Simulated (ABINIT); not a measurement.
# A GW chain in ABINIT: Ga2O3 (R-3c)

Wanted: ground state, empty states, screening and self-energy for Ga2O3 (R-3c).

Calculated with ABINIT 10.8.3; LDA and many-body steps on it, plane waves.

**The experiments to reproduce.**

- Gap 5.3 eV: optical direct gap from Tauc plot, alpha-phase dominant buffer stack; UV-Vis transmittance, Tauc plot; film (as-grown alpha-(Al0.3Ga0.7)2O3/alpha-Ga2O3 double layer on c-plane sapphire, mist CVD, slight kappa admixture) on Al2O3 (“Controlled Crystallinity of a Sn-Doped α-Ga2O3 Epilayer Using Rapidly Annealed Double Buffer Layers”, 2024, pmc:10818942).

- Gap 5.3 eV: direct optical gap from Tauc plot, upper end of the 5.1-5.3 eV range over the samples; UV-visible transmission; film (mist-CVD epitaxial films grown with different carrier gases) on Al2O3 (0001) (“Influence of Carrier Gases on the Quality of Epitaxial Corundum-Structured α-Ga2O3 Films Grown by Mist Chemical Vapor Deposition Method”, 2019, pmc:6888560).

- Gap 5.6 eV: direct band-to-band gap from Tauc plot; UV-Vis absorption, Tauc plot; film (163 nm mist CVD film on c-plane sapphire) on Al2O3 (sapphire) (“Optical properties of mist CVD grown alpha-Ga2O3”, 2019, arxiv:1907.13072).

- Gap 5.04 eV: direct optical gap from Tauc plot; UV-vis transmittance, Tauc plot; film on Al2O3 (“Ti Alloyed α-Ga2O3: Route towards Wide Band Gap Engineering”, 2020, pmc:7766553).

- Gap 5.62 ± 0.02 eV: lowest direct band-to-band transition E0, E parallel to c (M1-type CP); abstract instead prints 5.44 eV, which Table III gives as the exciton energy; generalized spectroscopic ellipsometry, critical-point model; 300 K; film (51.8 nm PAMBE film, fully lattice-relaxed) on m-plane Al2O3 (“Anisotropic dielectric functions, band-to-band transitions, and critical points in alpha-Ga2O3”, 2021, arxiv:2101.06595).

This is a selection; 2 further reports are not listed.

### 1. Starting point

Symmetry: R-3c, No. 167, trigonal system. Conventional cell: a = 4.997 Å, b = 4.997 Å, c = 13.451 Å, α = 90.00°, β = 90.00°, γ = 120.00°. Ga has 6 O at 1.93 to 2.08 Å nearest. Nearest to O lie 4 Ga at 1.93 to 2.08 Å. Farther neighbours and most contacts between anions are not listed.

Coordinates:

```cif
data_structure
_symmetry_space_group_name_H-M 'P 1'
_symmetry_Int_Tables_number 1
_cell_length_a 5.3317
_cell_length_b 5.3317
_cell_length_c 5.3317
_cell_angle_alpha 55.894
_cell_angle_beta 55.894
_cell_angle_gamma 55.894
_cell_volume 96.97
loop_
_atom_site_label
_atom_site_type_symbol
_atom_site_fract_x
_atom_site_fract_y
_atom_site_fract_z
_atom_site_occupancy
Ga1 Ga 0.85559 0.85559 0.85559 1
Ga2 Ga 0.64441 0.64441 0.64441 1
Ga3 Ga 0.14441 0.14441 0.14441 1
Ga4 Ga 0.35559 0.35559 0.35559 1
O5 O 0.75000 0.44683 0.05317 1
O6 O 0.44683 0.05317 0.75000 1
O7 O 0.05317 0.75000 0.44683 1
O8 O 0.25000 0.55317 0.94683 1
O9 O 0.94683 0.25000 0.55317 1
O10 O 0.55317 0.94683 0.25000 1
```

The cell and positions are those that the Materials Project relaxed with its own functionals (PBE, PBE+U or r2SCAN), kept fixed. This is not the form that Ga2O3 usually takes at ambient conditions.

### 2. Ground state

This step: ABINIT 10.8.3; DFT, LDA, plane waves, norm-conserving pseudopotentials.

The ground-state density comes first.

The input, run.abi:

```
acell 3*1.0 Angstrom
rprim 
  2.498699193881 1.442624652211 4.483549768500
  -2.498699193881 1.442624652211 4.483549768500
  0.000000000000 -2.885249304422 4.483549768500
ntypat 2
znucl 31 8
natom 10
typat 1 1 1 1 2 2 2 2 2 2
xred 
  0.855585580000 0.855585580000 0.855585580000
  0.644414420000 0.644414420000 0.644414420000
  0.144414420000 0.144414420000 0.144414420000
  0.355585580000 0.355585580000 0.355585580000
  0.750000000000 0.446832820000 0.053167180000
  0.446832820000 0.053167180000 0.750000000000
  0.053167180000 0.750000000000 0.446832820000
  0.250000000000 0.553167180000 0.946832820000
  0.946832820000 0.250000000000 0.553167180000
  0.553167180000 0.946832820000 0.250000000000
pp_dirpath "pseudos"
pseudos "Ga.upf, O.upf"
ecut 45
ngkpt 4 4 4
nshiftk 1
shiftk 0 0 0
kptopt 1
chksymbreak 0
nband 69
occopt 1
tolvrs 1e-08
nstep 60
prtwf 0
optforces 0
optstress 0
indata_prefix "in"
outdata_prefix "out"
tmpdata_prefix "tmp"
```

Run with:

```console
$ OMP_NUM_THREADS=1 mpirun -n 4 abinit run.abi > log
```

Numbers of over 12 decimals in the logs are rounded to 6 here.

Log:

```text
.Version 10.8.3 of ABINIT. v10.8.2 released Aug 2026.

 Symmetries : space group R-3 c (#167); Bravais hR (rhombohedral)
================================================================================
 Values of the parameters that define the memory need of the present run
     intxc =       0    ionmov =       0      iscf =       7    lmnmax =       6
     lnmax =       6     mgfft =      64  mpssoang =       3    mqgrid =    3001
     natom =      10  nloc_mem =       1    nspden =       1   nspinor =       1
    nsppol =       1      nsym =      12    n1xccc =    2501    ntypat =       2
    occopt =       1   xclevel =       1
-    mband =          69        mffmem =           1         mkmem =           4
       mpw =        9445          nfft =      262144          nkpt =          13
================================================================================
  Rough estimation (10% accuracy) of disk space for files :
================================================================================

--------------------------------------------------------------------------------
------------- Echo of variables that govern the present computation ------------
--------------------------------------------------------------------------------
 -outvars: echo values of preprocessed input variables --------
            acell      1.8897261259E+00  1.8897261259E+00  1.8897261259E+00 Bohr

      chksymbreak           0
             ecut      4.50000000E+01 Hartree
-          fftalg         312

              ixc       -1012
              kpt      0.00000000E+00  0.00000000E+00  0.00000000E+00
                       2.50000000E-01  0.00000000E+00  0.00000000E+00
                       5.00000000E-01  0.00000000E+00  0.00000000E+00
                       2.50000000E-01  2.50000000E-01  0.00000000E+00
                       5.00000000E-01  2.50000000E-01  0.00000000E+00
                      -2.50000000E-01  2.50000000E-01  0.00000000E+00
                       5.00000000E-01  5.00000000E-01  0.00000000E+00
                       2.50000000E-01  2.50000000E-01  2.50000000E-01
                       5.00000000E-01  2.50000000E-01  2.50000000E-01
                      -2.50000000E-01  2.50000000E-01  2.50000000E-01
                       5.00000000E-01  5.00000000E-01  2.50000000E-01
[...]
kptrlatt        4    0    0      0    4    0      0    0    4
          kptrlen      3.77748572E+01
P           mkmem           4
            natom          10
            nband          69
            ngfft          64      64      64
             nkpt          13
            nstep          60
             nsym          12
           ntypat           2
              occ      2.000000  2.000000  2.000000  2.000000  2.000000  2.000000
                       2.000000  2.000000  2.000000  2.000000  2.000000  2.000000
                       2.000000  2.000000  2.000000  2.000000  2.000000  2.000000
                       2.000000  2.000000  2.000000  2.000000  2.000000  2.000000
                       2.000000  2.000000  2.000000  2.000000  2.000000  2.000000
                       2.000000  2.000000  2.000000  2.000000  2.000000  2.000000
                       2.000000  2.000000  2.000000  2.000000  2.000000  2.000000
                       2.000000  2.000000  2.000000  2.000000  2.000000  2.000000
                       2.000000  2.000000  2.000000  2.000000  2.000000  2.000000
                       2.000000  2.000000  2.000000  2.000000  2.000000  2.000000
                       0.000000  0.000000  0.000000  0.000000  0.000000  0.000000
[...]
optforces           0
        optstress           0
            prtwf           0
            rprim      2.4986991939E+00  1.4426246522E+00  4.4835497685E+00
[...]
spgroup         167

           tolvrs      1.00000000E-08

             xred      8.5558558000E-01  8.5558558000E-01  8.5558558000E-01
[...]
znucl       31.00000    8.00000

================================================================================

 chkinp: Checking input parameters for consistency.

================================================================================
== DATASET  1 ==================================================================
-   mpi_nproc: 4, omp_nthreads: 1 (-1 if OMP is not activated)

--- !DatasetInfo
iteration_state: {dtset: 1, }
dimensions: {natom: 10, nkpt: 13, mband: 69, nsppol: 1, nspinor: 1, nspden: 1, mpw: 9445, }
cutoff_energies: {ecut:  45.0, pawecutdg:  -1.0, }
electrons: {nelect:   1.20000000E+02, charge:   0.00000000E+00, occopt:   1.00000000E+00, tsmear:   1.00000000E-02, }

 Real(R)+Recip(G) space primitive vectors, cartesian coordinates (Bohr,Bohr^-1):
 R(1)=  4.7218571  2.7261655  8.4726811  G(1)=  0.1058905  0.0611359  0.0393421
 R(2)= -4.7218571  2.7261655  8.4726811  G(2)= -0.1058905  0.0611359  0.0393421
 R(3)=  0.0000000 -5.4523310  8.4726811  G(3)=  0.0000000 -0.1222719  0.0393421
 Unit cell volume ucvol=  6.5439078E+02 bohr^3
 Angles (23,13,12)=  5.58935053E+01  5.58935053E+01  5.58935053E+01 degrees

 getcut: wavevector=  0.0000  0.0000  0.0000  ngfft=  64  64  64
         ecut(hartree)=     45.000   => boxcut(ratio)=   2.10352

--- Pseudopotential description ------------------------------------------------
[...]
2   -1.033686
 pspatm: atomic psp has been read  and splines computed

   1.50077141E+04                                ecore*ucvol(ha*bohr**3)
--------------------------------------------------------------------------------

_setup2: Arith. and geom. avg. npw (full set) are    9435.203    9435.198

================================================================================

--- !BeginCycle
iteration_state: {dtset: 1, }
solver: {iscf: 7, nstep: 60, nline: 4, wfoptalg: 0, }
tolerances: {tolvrs: 1.00E-08, }

     iter   Etot(hartree)      deltaE(h)  residm     vres2
 ETOT  1  -1084.4581013389    -1.084E+03 6.335E-01 8.800E+03
 ETOT  2  -1088.5923003081    -4.134E+00 3.060E-02 1.567E+04
 ETOT  3  -1091.0912805254    -2.499E+00 2.437E-02 4.550E+02
 ETOT  4  -1091.1217534628    -3.047E-02 2.778E-02 2.768E+02
 ETOT  5  -1091.1412159887    -1.946E-02 2.200E-03 7.362E+01
 ETOT  6  -1091.1498297904    -8.614E-03 1.559E-03 2.303E+00
 ETOT  7  -1091.1500410342    -2.112E-04 5.572E-04 3.164E-01
 ETOT  8  -1091.1500817448    -4.071E-05 8.010E-04 2.225E-02
 ETOT  9  -1091.1500845620    -2.817E-06 3.128E-04 1.675E-04
 ETOT 10  -1091.1500845816    -1.966E-08 4.052E-04 6.168E-07
 ETOT 11  -1091.1500845817    -9.368E-11 1.611E-04 5.780E-09

 At SCF step   11       vres2   =  5.78E-09 < tolvrs=  1.00E-08 =>converged.

--- !ResultsGS
iteration_state: {dtset: 1, }
comment   : Summary of ground state results
lattice_vectors:
- [  4.7218571,   2.7261655,   8.4726811, ]
- [ -4.7218571,   2.7261655,   8.4726811, ]
- [  0.0000000,  -5.4523310,   8.4726811, ]
lattice_lengths: [  10.07543,   10.07543,   10.07543, ]
lattice_angles: [ 55.894,  55.894,  55.894, ] # degrees, (23, 13, 12)
lattice_volume:   6.5439078E+02
convergence: {deltae: -9.368E-11, res2:  5.780E-09, residm:  1.611E-04, diffor:  0.000E+00, }
etotal    :  -1.09115008E+03
entropy   :   0.00000000E+00
fermie    :   1.98364572E-01
cartesian_stress_tensor: null
pressure_GPa: null
xred      :
- [  8.5559E-01,   8.5559E-01,   8.5559E-01, Ga]
- [  6.4441E-01,   6.4441E-01,   6.4441E-01, Ga]
- [  1.4441E-01,   1.4441E-01,   1.4441E-01, Ga]
- [  3.5559E-01,   3.5559E-01,   3.5559E-01, Ga]
- [  7.5000E-01,   4.4683E-01,   5.3167E-02,  O]
- [  4.4683E-01,   5.3167E-02,   7.5000E-01,  O]
- [  5.3167E-02,   7.5000E-01,   4.4683E-01,  O]
- [  2.5000E-01,   5.5317E-01,   9.4683E-01,  O]
- [  9.4683E-01,   2.5000E-01,   5.5317E-01,  O]
- [  5.5317E-01,   9.4683E-01,   2.5000E-01,  O]
cartesian_forces: null
force_length_stats: {min: null, max: null, mean: null, }

 Integrated electronic density in atomic spheres:
 ------------------------------------------------
 Atom  Sphere_radius  Integrated_density
[...]
================================================================================

 ----iterations are completed or convergence reached----

 Mean square residual over all n,k,spin=   41.152E-08; max=  16.105E-05
 reduced coordinates (array xred) for   10 atoms
[...]
0.446832820000      0.053167180000      0.750000000000
       0.053167180000      0.750000000000      0.446832820000
       0.250000000000      0.553167180000      0.946832820000
       0.946832820000      0.250000000000      0.553167180000
       0.553167180000      0.946832820000      0.250000000000
 rms dE/dt=  0.0000E+00; max dE/dt=  0.0000E+00; dE/dt below (all hartree)
    1       0.000000000000      0.000000000000      0.000000000000
    2       0.000000000000      0.000000000000      0.000000000000
    3       0.000000000000      0.000000000000      0.000000000000
    4       0.000000000000      0.000000000000      0.000000000000
    5       0.000000000000      0.000000000000      0.000000000000
    6       0.000000000000      0.000000000000      0.000000000000
    7       0.000000000000      0.000000000000      0.000000000000
    8       0.000000000000      0.000000000000      0.000000000000
    9       0.000000000000      0.000000000000      0.000000000000
   10       0.000000000000      0.000000000000      0.000000000000

 cartesian coordinates (angstrom) at end:
[...]
6      0.983652    -1.442625     5.604437
    7     -1.741176    -0.130555     5.604437
    8     -0.757524    -1.573180     7.846212
    9      1.741176     0.130555     7.846212
   10     -0.983652     1.442625     7.846212
 length scales=  1.889726125908  1.889726125908  1.889726125908 bohr
              =  1.000000000000  1.000000000000  1.000000000000 angstroms
 prteigrs : about to open file out_EIG
 Fermi (or HOMO) energy (hartree) =   0.19836   Average Vxc (hartree)=  -0.47104
 Eigenvalues (hartree) for nkpt=  13  k points:
 kpt#   1, nband= 69, wtk=  0.01563, kpt=  0.0000  0.0000  0.0000 (reduced coord)
  -4.96810   -4.96809   -4.96809   -4.96809   -3.17364   -3.17364   -3.17362   -3.17347
  -3.17287   -3.17287   -3.17285   -3.17285   -3.17274   -3.17274   -3.17274   -3.17274
  -0.48822   -0.41396   -0.41396   -0.41072   -0.41051   -0.41051   -0.27317   -0.27317
  -0.26983   -0.26983   -0.26722   -0.26630   -0.26492   -0.26492   -0.26315   -0.26315
  -0.26126   -0.26126   -0.25870   -0.25870   -0.25833   -0.25802   -0.24800   -0.24800
  -0.22384   -0.22384   -0.06886   -0.04373    0.00414    0.00414    0.04190    0.05153
   0.06633    0.06633    0.07702    0.16131    0.16131    0.18011    0.18011    0.18716
   0.18781    0.18781    0.19039    0.19039    0.30031    0.43639    0.44378    0.51773
   0.56719    0.56719    0.57014    0.59265    0.60138
 prteigrs : prtvol=0 or 1, do not print more k-points.

--- !EnergyTerms
iteration_state     : {dtset: 1, }
comment             : Components of total free energy in Hartree
kinetic             :  5.49886893940836E+02
hartree             :  4.07192277416594E+02
xc                  : -1.26140302011285E+02
Ewald energy        : -5.95982657166164E+02
psp_core            :  2.29338714408011E+01
local_psp           : -1.09388086789724E+03
non_local_psp       : -2.55159300305245E+02
total_energy        : -1.09115008458170E+03
total_energy_eV     : -2.96917064038875E+04
band_energy         : -1.27783364315341E+02

== END DATASET(S) ==============================================================
================================================================================

 -outvars: echo values of variables after computation  --------
           etotal     -1.0911500846E+03
            nband          69
             nkpt          13
          spgroup         167
 [... the other variables as echoed above ...]

 Calculation completed.
```

The job ended after 2.5 min (4 MPI ranks of Arm Neoverse V1, shared host; peak memory 0.6 GiB).

This step gave:

```yaml
total_energy: -29691.7064 eV
gap: 2.774 eV
k_of_the_valence_top: 0.25, 0, 0
k_of_the_conduction_bottom: 0, 0, 0
least_direct_gap: 2.991 eV
```

The gap is indirect, with the least direct gap 0.22 eV higher.

[end of part 1 of 3]

[Paths, hosts, dates, memory and timing lines, banners, echoed tables and standing remarks are left out of the program output.]

[Logs are printed without paths, hosts, clocks, repeated set-up lines and the standing remarks that a program may print on its own settings, such as how far it seeks lower states.]

[Runs of the session that timed out or met a known fault of the program may be left out.]

[No measured gap is set beside runs whose start may be inverted or whose files or cutoffs have a known fault.]

[Hosts, paths, dates, database ids (printed as entryN), source tags and the programs' standing remarks are cut or masked in the printed files.]

[G0W0 gaps are taken among the corrected bands and points alone; a level outside them can change the order at an edge.]

[Where Ansatz stands beside ABINIT at settings called matched, ABINIT's density can come from a denser mesh and the files from another edition; pairs whose starting gaps differed by over 0.03 eV were left out, so agreement reads better than it is.]
